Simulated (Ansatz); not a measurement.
# Changed inputs in constrained RPA: TiTe2 (1T sheet)

What does U in TiTe2 (1T sheet) depend on besides the window?

Calculated with Ansatz 0.2.0; constrained RPA on PBEsol, plane waves, PAW.

### Step 1. The starting structure

The cell holds 3 atoms: 1 Ti and 2 Te. Its edges and angles: a = 3.698 Å, b = 3.698 Å, c = 30.253 Å, α = 90.0°, β = 90.0°, γ = 120.0°. Vacuum lies along c.

The structure was relaxed with PBEsol. The structure was generated from a model, not taken from a measurement. The runs that relaxed it are not among those shown. The program's search for lower electronic states was switched off, so nothing shows that the state found is the lowest. Spin-orbit coupling is left out unless a step names it. The default PAW set here is soft_2. Its files were made with PBE. The Coulomb interaction is cut off across the vacuum.

### Step 2. Base: Ti t2g + anion p, bands v6 to c3, 6×6×1 mesh, medium accuracy

Constrained RPA screens the interaction with every transition except those inside the target bands, which a later many-body model would treat itself.

input.yaml

```yaml
crystal:
  lattice:
    - [-2.61520837, 0.0, -2.61520837]
    - [0.0, 2.61520837, 2.61520837]
    - [17.46662, 17.46662, -17.46662]
  atoms:
    - { symbol: Ti, position: [0.0, 0.0, 0.3177617107] }
    - { symbol: Te, position: [0.3333333333, 0.6666666667, 0.3748026759] }
    - { symbol: Te, position: [0.6666666667, 0.3333333333, 0.2607207455] }
  periodic: [true, true, false]
kpoints:
  mp_grid: { grid: [6, 6, 1] }
hamiltonian:
  xc: pbesol
scf:
  occupations: { method: gaussian, width: 0.08 }
  n_extra_bands: 19
  max_iter: 150
  lower_state_search: "off"
output:
  crpa:
    kmesh: [6, 6, 1]
    target_bands: [v6, c3]
    projections:
      - { species: Ti, l: d, shell: 3, orbitals: [dxz, dyz, dxy] }
      - { species: Te, l: p, shell: 5 }
  local_orbitals:
    kmesh: [12, 12, 1]
    orbitals:
      - { species: Ti, l: d, shell: 3, orbitals: [dxz, dyz, dxy] }
      - { species: Te, l: p, shell: 5 }
    window: { bands: [v6, c3] }
    seedname: lo
```

On the command line:

```console
> ansatz run input.yaml --threads 8 --pin off --max-ram 14745MiB --backend cpu --events-out ev --progress --plain --runs-dir out
```

Numbers of over 12 decimals in the logs are rounded to 6 here.

Log:

```text
scf.n_extra_bands = 19 over 22 filled bands (N_el = 44.0): the run solves 41 bands
Engine: ansatz 0.2.0, aarch64-unknown-linux-gnu
Pseudopotentials: kind: paw
Pseudopotential: Ti, paw, valence charge 12, recommended cutoff 420 eV (normal), Ti.paw.azcp
Pseudopotential: Te, paw, valence charge 16, recommended cutoff 420 eV (normal), Te.paw.azcp
Functional definition: PBEsol
  exchange = pbesol_x
  correlation = pbesol_c
Crystal: 3 atoms, lattice volume = 358.379 Å³
Basis set: ecut = 420 eV, 7025 PW (Γ)
Bands: 41, of which v1, the nominal top of the filled ones, is band 22 counted from 1 (21 counted from 0)
Symmetry: 12 space group operations
Space group: P-3m1 (ITA 164), of the structure as read, at distance tolerance 7.1e-5 Å
k-points: 7 of 36
Non-local potential: Ti, projectors of the file, l = 0: 3, l = 1: 2, l = 2: 3, l = 3: 1
Non-local potential: Te, projectors of the file, l = 0: 2, l = 1: 2, l = 2: 2, l = 3: 2
PAW form: soft (Blöchl's): semilocal exchange-correlation on the pseudo side does not see the compensation charge
PAW frozen core: Ti, regenerated for the run's functional, and the local potential with it (the file was generated under x = pbe(κ = 0.804, μ = 0.219515), c = pbe(β = 0.066725))
PAW frozen core: Te, regenerated for the run's functional, and the local potential with it (the file was generated under x = pbe(κ = 0.804, μ = 0.219515), c = pbe(β = 0.066725))
PAW one-centre angular grid: Ti, 590 points (default); XC on 64 Gauss nodes
PAW one-centre angular grid: Te, 590 points (default); XC on 64 Gauss nodes
Initial density: superposition of atomic densities (neutral atoms: chi_scale 0, normalization atom), corrected by the library's trained network
Initial wavefunctions: pseudopotential atomic-orbital guess
Functional: x = pbesol(κ = 0.804, μ = 0.123457), c = pbesol(β = 0.046)
SCF iter   1: F=—  HF=-16278.911856 eV  |F-HF|=—  |Δ(HF+E_count)|=         —  Δρ=4.15e-3  dr2=1.08e-1  ethr=1.77e-3  ⟨swp⟩=11.7  Hψ=2050  notcnv=0  defer=48
preconditioner: auto → LDOS  [insulator: Δε(μ)=0.135 eV  Ē_g=10.798 eV  σ=0.080 eV  W_gap=0.75  n_scr=18 (ndim 8)  ℏωp=7.8 eV  f_vac=0.750  D(μ)=2.90/eV (n_scr^D=10)  ε∞_Penn≈1.5  β→1.0]
SCF iter   2: F=—  HF=-16278.899830 eV  |F-HF|=—  |Δ(HF+E_count)|=   1.20e-2  Δρ=1.48e-3  dr2=7.43e-3  ethr=2.45e-4  ⟨swp⟩=2.6  Hψ=441  notcnv=0  defer=100
SCF iter   3: F=—  HF=-16278.900275 eV  |F-HF|=—  |Δ(HF+E_count)|=   4.45e-4  Δρ=4.67e-4  dr2=1.35e-3  ethr=1.69e-5  ⟨swp⟩=3.0  Hψ=309  notcnv=0  defer=100
SCF iter   4: F=—  HF=-16278.900203 eV  |F-HF|=—  |Δ(HF+E_count)|=   7.25e-5  Δρ=1.06e-4  dr2=6.89e-5  ethr=3.07e-6  ⟨swp⟩=2.6  Hψ=245  notcnv=0  defer=100
SCF iter   5: F=—  HF=-16278.900200 eV  |F-HF|=—  |Δ(HF+E_count)|=   2.17e-6  Δρ=2.88e-5  dr2=3.49e-6  ethr=1.57e-7  ⟨swp⟩=3.7  Hψ=409  notcnv=0  defer=100
[...]
Harris-Foulkes:  -16278.900201 eV  (|F-HF|=5.84e-9)
Internal energy: -16278.888671 eV  (E = F + TS)
E sigma→0 (E₀):  -16278.894436 eV
Entropy (-TS):   -0.011530 eV (-3.843 meV/atom)
Fermi energy:    -4.986121 eV
--- Per-component energies (eV) ---
  E_band       = -1328.131431
  E_kinetic    = 634.637664
  E_local      = -88616.452109  (includes V_loc(G=0)·N_el)
  E_nonlocal   = -605.909369
  E_hartree    = 44260.831079
  E_xc         = -344.137265
  E_vxc        = -330.722921  (∫ρ·V_xc dr)
  E_paw        = -10192.213537  (= ΣΔE_a)
  E_vpaw       = -931.350704  (= ΣTr[D̂ρ^β])
  E_aug_tail   = -0.000237  (compensation charges beyond the density's cutoff)
  E_ewald      = 38583.466088
  E_core_change = 0.889015  (= ΣΔE_core)
  E_smearing   = -0.011530  (= −TS)
  E_closure    = 0.000000  (closes the sum)
  Σ components = -16278.900201   (vs F -16278.900201, Δ=0.00e0)
--- Band table (eV; the first three rows and the last of 7) ---
  k-point 0: bands = [... 18 lower, -6.3437, -6.3437, -4.4352, -4.4352, -4.4068, -3.5717, -3.5717, -1.2798, ... 15 higher]
  k-point 1: bands = [... 18 lower, -6.3147, -6.0836, -5.7595, -5.0275, -4.5354, -3.5858, -3.3001, -2.4199, ... 15 higher]
  k-point 2: bands = [... 18 lower, -7.8404, -6.4736, -6.2540, -5.4370, -4.9212, -3.4720, -3.4009, -2.1673, ... 15 higher]
  k-point 6: bands = [... 18 lower, -8.6505, -7.6820, -6.8402, -6.8402, -3.7711, -3.6071, -3.6071, -2.3119, ... 15 higher]
  the weakly bound empty levels are not read free of the cell's end (no_gap_told)
--- cRPA (band scheme, projected local orbitals): target bands 17..25 (1-based), 9 Wannier function(s), 6×6×1 mesh, 50 bands' worth read of 55 solved, ecut_chi 136.0 eV, v(q+G=0) probe_charge, pair densities all_electron ---
  bands read: the sum over 50 bands ends inside a degenerate multiplet in 1 slot, whose members it reads at an even weight; the widest, k=0: bands 50 to 51 (counted from 1) at 1/2 each
  χ-basis size per q: N_G = 1236..1329
  window electrons = 12.0000, filled by tetrahedron_uncorrected; constrained ε̄⁻¹(q = 0, 0) head = 0.628231; min gauge Gram eig = 0.3377
  Kanamori averages over each shell's own Wannier functions (sites counted from 0, functions from 1):
  Each shell's averages of U are screened by what lies outside the whole window alone: parameters of one model of all the shells.
    Site 0, 3D, 3 of 5 d orbitals (Wannier functions 1, 2, 3; wannier90's mr 2, 3, 5):
      screened: U = 4.2296 eV, U' = 3.3784 eV, J = 0.4191 eV
      screened, to within: U = 1.3e-2 eV, U' = 1.3e-2 eV, J = 7.9e-4 eV
      bare: V = 15.1029 eV, V' = 14.0093 eV, J = 0.5353 eV
    Site 1, 5P, 3 of 3 p orbitals (Wannier functions 4, 5, 6; wannier90's mr 1, 2, 3):
      screened: U = 3.6742 eV, U' = 2.9089 eV, J = 0.2617 eV
      screened, to within: U = 1.1e-2 eV, U' = 1.1e-2 eV, J = 1.1e-3 eV
      bare: V = 9.3903 eV, V' = 7.9461 eV, J = 0.4436 eV
    Site 2, 5P, 3 of 3 p orbitals (Wannier functions 7, 8, 9; wannier90's mr 1, 2, 3):
      screened: U = 3.6742 eV, U' = 2.9089 eV, J = 0.2617 eV
      screened, to within: U = 1.1e-2 eV, U' = 1.1e-2 eV, J = 1.1e-3 eV
      bare: V = 9.3903 eV, V' = 7.9461 eV, J = 0.4436 eV
  Hermiticity witness max|P − P†| over intra, direct and exchange elements: 1.42e-14 eV (screened), 6.79e-17 eV (bare)
  Reality witness max|Im| over intra, direct and exchange elements: 3.98e-12 eV (screened), 8.89e-12 eV (bare)
[key lines of the parts left out:]
SCF converged after 7 iterations
Free energy (F): -16278.900201 eV
```

Wall time 5 min (8 threads of Arm Neoverse V2, shared host); peak memory 3.2 GiB; 38 min of CPU time.

This step gave:

| Quantity | Value |
| --- | --- |
| U | 4.230 eV |
| U prime (inter-orbital) | 3.378 eV |
| J | 0.4191 eV |
| bare V | 15.10 eV |
| bare J | 0.5353 eV |
| stated bound on U | 0.01231 eV |
| U over bare V | 0.2801 |
| electrons in the window | 12.00 |
| head of the constrained inverse dielectric matrix | 0.6282 |
| least eigenvalue of the projection's overlap | 0.3377 |
| target functions | 9 |
| bands in the sums | 50 |
| r.m.s. miss of the model bands | 0.001411 eV |
| width of the target bands | 6.598 eV |
| weight of the projected orbitals in the window | 0.9477 |

On the Ti t2g shell, screening brings the on-site interaction from 15.1 eV down to U = 4.23 eV.

### Step 3. Changed: 3×3×1 mesh

input.yaml: that of step 2 with these lines changed.

```diff
@@ -21,3 +21,3 @@
   crpa:
-    kmesh: [6, 6, 1]
+    kmesh: [3, 3, 1]
     target_bands: [v6, c3]
@@ -26,8 +26 @@
       - { species: Te, l: p, shell: 5 }
-  local_orbitals:
-    kmesh: [12, 12, 1]
-    orbitals:
-      - { species: Ti, l: d, shell: 3, orbitals: [dxz, dyz, dxy] }
-      - { species: Te, l: p, shell: 5 }
-    window: { bands: [v6, c3] }
-    seedname: lo
```

Log:

```text
[...]
Crystal: 3 atoms, lattice volume = 358.379 Å³
Basis set: ecut = 420 eV, 7025 PW (Γ)
Bands: 41, of which v1, the nominal top of the filled ones, is band 22 counted from 1 (21 counted from 0)
Symmetry: 12 space group operations
[...]
k-points: 7 of 36
[...]
SCF iter   1: F=—  HF=-16278.911856 eV  |F-HF|=—  |Δ(HF+E_count)|=         —  Δρ=4.15e-3  dr2=1.08e-1  ethr=1.77e-3  ⟨swp⟩=11.7  Hψ=2050  notcnv=0  defer=48
[...]
SCF iter   7: F=-16278.900201 eV  HF=-16278.900201 eV  |F-HF|=5.84e-9  |Δ(HF+E_count)|=   3.49e-8  Δρ=1.67e-6  dr2=8.97e-9  ethr=2.27e-10  ⟨swp⟩=21.0  Hψ=2266  notcnv=0
SCF 1 converged in 7 iterations: F = -16278.900201 eV  dr2 = 8.97e-9
[...]
NSCF: frozen V_eff on 3 k-points
[...]
cRPA screening: q 1/9
cRPA screening: q 2/9
cRPA screening: q 6/9 (q-point 5)
cRPA screening: q 8/9 (q-point 6)
SCF converged after 7 iterations
[...]
k-point 6: bands = [... 18 lower, -8.6505, -7.6820, -6.8402, -6.8402, -3.7711, -3.6071, -3.6071, -2.3119, ... 15 higher]
  the weakly bound empty levels are not read free of the cell's end (no_gap_told)
[...]
χ-basis size per q: N_G = 1236..1329
[...]
Site 0, 3D, 3 of 5 d orbitals (Wannier functions 1, 2, 3; wannier90's mr 2, 3, 5):
      screened: U = 4.3652 eV, U' = 3.5196 eV, J = 0.4167 eV
      screened, to within: U = 1.2e-2 eV, U' = 1.2e-2 eV, J = 7.8e-4 eV
      bare: V = 15.1233 eV, V' = 14.0346 eV, J = 0.5341 eV
    Site 1, 5P, 3 of 3 p orbitals (Wannier functions 4, 5, 6; wannier90's mr 1, 2, 3):
      screened: U = 3.8605 eV, U' = 3.0971 eV, J = 0.2611 eV
      screened, to within: U = 1.2e-2 eV, U' = 1.2e-2 eV, J = 6.7e-4 eV
      bare: V = 9.4884 eV, V' = 8.0467 eV, J = 0.4400 eV
    Site 2, 5P, 3 of 3 p orbitals (Wannier functions 7, 8, 9; wannier90's mr 1, 2, 3):
      screened: U = 3.8605 eV, U' = 3.0971 eV, J = 0.2611 eV
      screened, to within: U = 1.2e-2 eV, U' = 1.2e-2 eV, J = 6.7e-4 eV
      bare: V = 9.4884 eV, V' = 8.0467 eV, J = 0.4400 eV
[...]
[key lines of the parts left out:]
Free energy (F): -16278.900201 eV
Fermi energy:    -4.986121 eV
```

It took 50 s on 8 threads; peak memory 3 GiB.

This step gave:

| Quantity | Value |
| --- | --- |
| U | 4.365 eV |
| U prime (inter-orbital) | 3.520 eV |
| J | 0.4167 eV |
| bare V | 15.12 eV |
| bare J | 0.5341 eV |
| stated bound on U | 0.01190 eV |
| U over bare V | 0.2886 |
| electrons in the window | 12.00 |
| head of the constrained inverse dielectric matrix | 0.6410 |
| least eigenvalue of the projection's overlap | 0.3377 |
| target functions | 9 |
| bands in the sums | 50 |
| width of the target bands | 6.598 eV |
| weight of the projected orbitals in the window | 0.9477 |

On the Ti t2g shell, screening brings the on-site interaction from 15.1 eV down to U = 4.37 eV.

### Step 4. Changed: smooth pair densities

input.yaml: that of step 3 with these lines changed.

```diff
@@ -21,3 +21,3 @@
   crpa:
-    kmesh: [3, 3, 1]
+    kmesh: [6, 6, 1]
     target_bands: [v6, c3]
@@ -26 +26,2 @@
       - { species: Te, l: p, shell: 5 }
+    pair_densities: pseudo
```

Log:

```text
[...]
Crystal: 3 atoms, lattice volume = 358.379 Å³
Basis set: ecut = 420 eV, 7025 PW (Γ)
Bands: 41, of which v1, the nominal top of the filled ones, is band 22 counted from 1 (21 counted from 0)
Symmetry: 12 space group operations
[...]
k-points: 7 of 36
[...]
screened, sum over states alone: U = 3.9443 eV, U' = 2.9643 eV, J = 0.3353 eV
      bare: V = 9.3903 eV, V' = 7.9461 eV, J = 0.4436 eV
    Site 2, 5P, 3 of 3 p orbitals (Wannier functions 7, 8, 9; wannier90's mr 1, 2, 3):
      screened: U = 3.6836 eV, U' = 2.9057 eV, J = 0.2666 eV
      screened, to within: U = 8.0e-3 eV, U' = 8.0e-3 eV, J = 1.1e-3 eV
      screened, sum over states alone: U = 3.9443 eV, U' = 2.9643 eV, J = 0.3353 eV
      bare: V = 9.3903 eV, V' = 7.9461 eV, J = 0.4436 eV
[...]
[key lines of the parts left out:]
SCF converged after 7 iterations
Free energy (F): -16278.900201 eV
Fermi energy:    -4.986121 eV
```

It took 4.6 min on 8 threads; peak memory 3.1 GiB; 35 min of CPU time.

Numbers from this step:

```yaml
u: 4.246 eV
u_prime_inter_orbital: 3.379 eV
j: 0.4270 eV
bare_v: 15.10 eV
bare_j: 0.5353 eV
stated_bound_on_u: 0.01187 eV
u_over_bare_v: 0.2811
electrons_in_the_window: 12.00
head_of_the_constrained_inverse_dielectric_matrix: 0.6284
least_eigenvalue_of_the_projection_s_overlap: 0.3377
target_functions: 9
bands_in_the_sums: 50
width_of_the_target_bands: 6.598 eV
weight_of_the_projected_orbitals_in_the_window: 0.9477
```

On the Ti t2g shell, screening brings the on-site interaction from 15.1 eV down to U = 4.25 eV.

### Step 5. Changed: sums over states

input.yaml: that of step 4 with these lines changed.

```diff
@@ -26,2 +26,4 @@
       - { species: Te, l: p, shell: 5 }
-    pair_densities: pseudo
+    accuracy: sum_over_states
+    n_empty_bands: 44
+    ecut_chi: 250
```

Log:

```text
[...]
Crystal: 3 atoms, lattice volume = 358.379 Å³
Basis set: ecut = 420 eV, 7025 PW (Γ)
Bands: 41, of which v1, the nominal top of the filled ones, is band 22 counted from 1 (21 counted from 0)
Symmetry: 12 space group operations
[...]
k-points: 7 of 36
[...]
screened: U = 4.2950 eV, U' = 3.3640 eV, J = 0.4621 eV
      bare: V = 15.1029 eV, V' = 14.0093 eV, J = 0.5353 eV
    Site 1, 5P, 3 of 3 p orbitals (Wannier functions 4, 5, 6; wannier90's mr 1, 2, 3):
      screened: U = 3.8296 eV, U' = 2.9288 eV, J = 0.3086 eV
      bare: V = 9.3903 eV, V' = 7.9461 eV, J = 0.4436 eV
    Site 2, 5P, 3 of 3 p orbitals (Wannier functions 7, 8, 9; wannier90's mr 1, 2, 3):
      screened: U = 3.8296 eV, U' = 2.9288 eV, J = 0.3086 eV
      bare: V = 9.3903 eV, V' = 7.9461 eV, J = 0.4436 eV
[...]
[key lines of the parts left out:]
SCF converged after 7 iterations
Free energy (F): -16278.900201 eV
Fermi energy:    -4.986121 eV
```

The job ended after 60 s (8 threads; peak memory 1.4 GiB; 7.2 min of CPU time).

This variant gives U = 4.29 eV against 4.23 eV. It is a finite sum over empty states with no bound on its error and stays out of the table below.

### Step 6. Changed: more bands than orbitals

input.yaml: that of step 5 with these lines changed.

```diff
@@ -22,3 +22,3 @@
     kmesh: [6, 6, 1]
-    target_bands: [v6, c3]
+    target_bands: [v6, c4]
     projections:
@@ -26,4 +26 @@
       - { species: Te, l: p, shell: 5 }
-    accuracy: sum_over_states
-    n_empty_bands: 44
-    ecut_chi: 250
```

Log:

```text
Error: invalid value for `output.crpa.projections`: 9 orbital(s) selected but the target window spans 10 band(s); name one orbital per band of it
```

Run time: 0.1 s. Hardware: 8 threads; peak memory 0.087 GiB.

The program refused the input before any cycle.

The program's message: “Error: invalid value for `output.crpa.projections`: 9 orbital(s) selected but the target window spans 10 band(s); name one orbital per band of it”

The fault put into this input: more bands than orbitals.

(Continued in part 2 of 2.)

[Paths, hosts, dates, memory and timing lines, banners, echoed tables and standing remarks are left out of the program output.]

[Logs are printed without paths, hosts, clocks, repeated set-up lines and the standing remarks that a program may print on its own settings, such as how far it seeks lower states.]

[Runs of the session that timed out or met a known fault of the program may be left out.]

[Hosts, paths, dates, database ids (printed as entryN), source tags and the programs' standing remarks are cut or masked in the printed files.]
